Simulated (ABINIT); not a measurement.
# Beyond one shot: SiO2 (Stishovite), part 2 of 2

Aim: iterate the self-energy on SiO2 (Stishovite) and follow the gap from cycle to cycle.

ABINIT 10.8.3; PBE and many-body steps on it, plane waves. Known limits of the many-body steps: not at the basis limit; coarse k mesh.

So far. Step 10 (evGW, cycle 1): Against G0W0 in ABINIT (4×4×4 mesh, 137 bands, screening to 195.9 eV, Godby-Needs plasmon pole), the gap moves by +0.792 eV. Step 13 (evGW, cycle 2): Against the cycle before, the gap moves by +0.041 eV.

### 14. Screening, 4×4×4 mesh, 137 bands, screening to 195.9 eV

This step: RPA screening on PBE, plane waves, norm-conserving pseudopotentials.

File run.abi:

```
acell 3*1.0 Angstrom
rprim 
  4.177300000000 0.000000000000 0.000000000000
  0.000000000000 4.177300000000 0.000000000000
  0.000000000000 0.000000000000 2.665200000000
ntypat 2
znucl 14 8
natom 6
typat 1 1 2 2 2 2
xred 
  0.000000000000 0.000000000000 0.000000000000
  0.500000000000 0.500000000000 0.500000000000
  0.305900000000 0.305900000000 0.000000000000
  0.194100000000 0.805900000000 0.500000000000
  0.694100000000 0.694100000000 0.000000000000
  0.805900000000 0.194100000000 0.500000000000
pp_dirpath "pseudos"
pseudos "Si.upf, O.upf"
ecut 36
ngkpt 4 4 4
nshiftk 1
shiftk 0 0 0
kptopt 1
chksymbreak 0
istwfk *1
occopt 1
irdwfk 1
optdriver 3
nband 137
ecuteps 7.2
inclvkb 2
awtr 1
symchi 1
gwcalctyp 10
mbpt_sciss 3.763 eV
nqptdm 1
qptdm 
  0 0 0
indata_prefix "in"
outdata_prefix "out"
tmpdata_prefix "tmp"
```

On the command line:

```bash
OMP_NUM_THREADS=1 mpirun -n 8 abinit run.abi > log
```

Elapsed: 13 s, on 8 MPI ranks of Arm Neoverse V2, shared host; peak memory 2.4 GiB; 1.7 min of CPU time.

This step gave:

| Quantity | Value |
| --- | --- |
| ε∞ with local fields, on this mesh, along the program's q direction | 2.899 |
| the same without local fields | 3.089 |
| plasma frequency | 30.80 eV |
| plane waves in the screening matrix | 283 |

This screening uses the functional's bands under a rigid shift, the mean opening of the cycle before.

### 15. Screening, 4×4×4 mesh, 137 bands, screening to 195.9 eV

This step: RPA screening on PBE from quasiparticle energies, plane waves, norm-conserving pseudopotentials.

Edit run.abi of step 14 so:

```diff
@@ -33,7 +33,23 @@
 symchi 1
+irdqps 1
 gwcalctyp 10
-mbpt_sciss 3.763 eV
-nqptdm 1
+nqptdm 17
 qptdm 
-  0 0 0
+  0.2500000000 0.0000000000 0.0000000000
+  0.5000000000 0.0000000000 0.0000000000
+  0.2500000000 0.2500000000 0.0000000000
+  0.5000000000 0.2500000000 0.0000000000
+  0.5000000000 0.5000000000 0.0000000000
+  0.0000000000 0.0000000000 0.2500000000
+  0.2500000000 0.0000000000 0.2500000000
+  0.5000000000 0.0000000000 0.2500000000
+  0.2500000000 0.2500000000 0.2500000000
+  0.5000000000 0.2500000000 0.2500000000
+  0.5000000000 0.5000000000 0.2500000000
+  0.0000000000 0.0000000000 0.5000000000
+  0.2500000000 0.0000000000 0.5000000000
+  0.5000000000 0.0000000000 0.5000000000
+  0.2500000000 0.2500000000 0.5000000000
+  0.5000000000 0.2500000000 0.5000000000
+  0.5000000000 0.5000000000 0.5000000000
 indata_prefix "in"
```

File mrgscr.stdin:

```
2
merged
q0_SCR
out_SCR
1
```

On the command line:

```bash
OMP_NUM_THREADS=1 mpirun -n 8 abinit run.abi > log; mrgscr < mrgscr.stdin
```

Elapsed: 53 s, on 8 MPI ranks; peak memory 2.2 GiB; 7.1 min of CPU time.

This step gave:

- plasma frequency: 30.80 eV
- plane waves in the screening matrix: 283

This screening reads the quasiparticle levels of the cycle before.

### 16. evGW, cycle 3

This step: evGW on PBE, plane waves, norm-conserving pseudopotentials.

Edit run.abi of step 15 so:

```diff
@@ -27,12 +27,10 @@
 irdwfk 1
-optdriver 3
+optdriver 4
 nband 137
-ecuteps 7.2
-inclvkb 2
-awtr 1
-symchi 1
-irdqps 1
 gwcalctyp 10
-nqptdm 17
-qptdm 
+ecutsigx 36
+symsigma 1
+nkptgw 18
+kptgw 
+  0.0000000000 0.0000000000 0.0000000000
   0.2500000000 0.0000000000 0.0000000000
@@ -54,2 +52,25 @@
   0.5000000000 0.5000000000 0.5000000000
+bdgw 
+  5 22
+  5 22
+  5 22
+  5 22
+  5 22
+  5 22
+  5 22
+  5 22
+  5 22
+  5 22
+  5 22
+  5 22
+  5 22
+  5 22
+  5 22
+  5 22
+  5 22
+  5 22
+ecuteps 7.2
+irdscr 1
+ppmodel 1
+irdqps 1
 indata_prefix "in"
```

On the command line:

```bash
OMP_NUM_THREADS=1 mpirun -n 8 abinit run.abi > log
```

Elapsed: 9.5 min, on 8 MPI ranks; peak memory 4.7 GiB.

Numbers from this step:

```
quasiparticle gap on the mesh                         : 8.857 eV
gap of the density functional on the mesh             : 5.686 eV
k of the valence top                                  : 0, 0, 0
k of the conduction bottom                            : 0, 0, 0
least direct quasiparticle gap on the computed points : 8.857 eV
```

Against the cycle before, the gap moves by +0.003 eV.

### 17. The runs together

Times are wall times on 8 MPI ranks of Arm Neoverse V2, shared host, good to a factor of about two. A run's time includes the screening step that it read.

```
           run   mesh  bands  screening cutoff (eV)  DFT gap (eV)  gap on the mesh (eV)  direct (eV)  ε∞ used    time
          G0W0  4×4×4    137                  195.9         5.686                 8.021        8.021     3.37    92 s
evGW0, cycle 1  4×4×4    137                  195.9         5.686                 8.480        8.480     3.37  10 min
evGW0, cycle 2  4×4×4    137                  195.9         5.686                 8.350        8.350     3.37  10 min
evGW0, cycle 3  4×4×4    137                  195.9         5.686                 8.349        8.349     3.37  10 min
 evGW, cycle 1  4×4×4    137                  195.9         5.686                 8.813        8.813     2.95  10 min
 evGW, cycle 2  4×4×4    137                  195.9         5.686                 8.854        8.854     2.90  11 min
 evGW, cycle 3  4×4×4    137                  195.9         5.686                 8.857        8.857     2.90  11 min
```

### 18. Outcome

| Property | Result |
| --- | --- |
| G0W0 | 8.021 eV |
| evGW0, cycle 1 | 8.480 eV |
| evGW0, cycle 2 | 8.350 eV |
| evGW0, cycle 3 | 8.349 eV |
| evGW, cycle 1 | 8.813 eV |
| evGW, cycle 2 | 8.854 eV |
| evGW, cycle 3 | 8.857 eV |
| known limits | not at the basis limit; coarse k mesh |

In words: Only the bands that the input lists are updated; the others, empty or deep, keep the functional's energies or take a rigid shift. The evGW loop starts from the last levels of evGW0, so its cycles and time come on top of those. evGW0 ends at 8.35 eV, +0.33 eV from G0W0, after 3 cycles that took 28 min beside the first screening; the last moved the gap by 0.001 eV. evGW ends at 8.86 eV, +0.84 eV from G0W0, after 3 cycles that took 32 min beside the first screening; the last moved the gap by 0.003 eV. The first cycle of evGW0 takes the full correction, without the factor Z, so it overshoots the one-shot value. Bands and cutoff are finite, so the gap is not at the basis limit. The miss can reach some tenths of an eV and take either sign; the mesh is an error of its own. The 4×4×4 mesh is coarse for this cell, which bears on the long-range parts of exchange and screening. In the updated screening the q = 0 part is built from Kohn-Sham bands under a rigid shift, the other q from the quasiparticle levels.

[Paths, hosts, dates, memory and timing lines, banners, echoed tables and standing remarks are left out of the program output.]

[Logs are printed without paths, hosts, clocks, repeated set-up lines and the standing remarks that a program may print on its own settings, such as how far it seeks lower states.]

[Runs of the session that timed out or met a known fault of the program may be left out.]

[Hosts, paths, dates, database ids (printed as entryN), source tags and the programs' standing remarks are cut or masked in the printed files.]

[G0W0 gaps are taken among the corrected bands and points alone; a level outside them can change the order at an edge.]

[Where Ansatz stands beside ABINIT at settings called matched, ABINIT's density can come from a denser mesh and the files from another edition; pairs whose starting gaps differed by over 0.03 eV were left out, so agreement reads better than it is.]
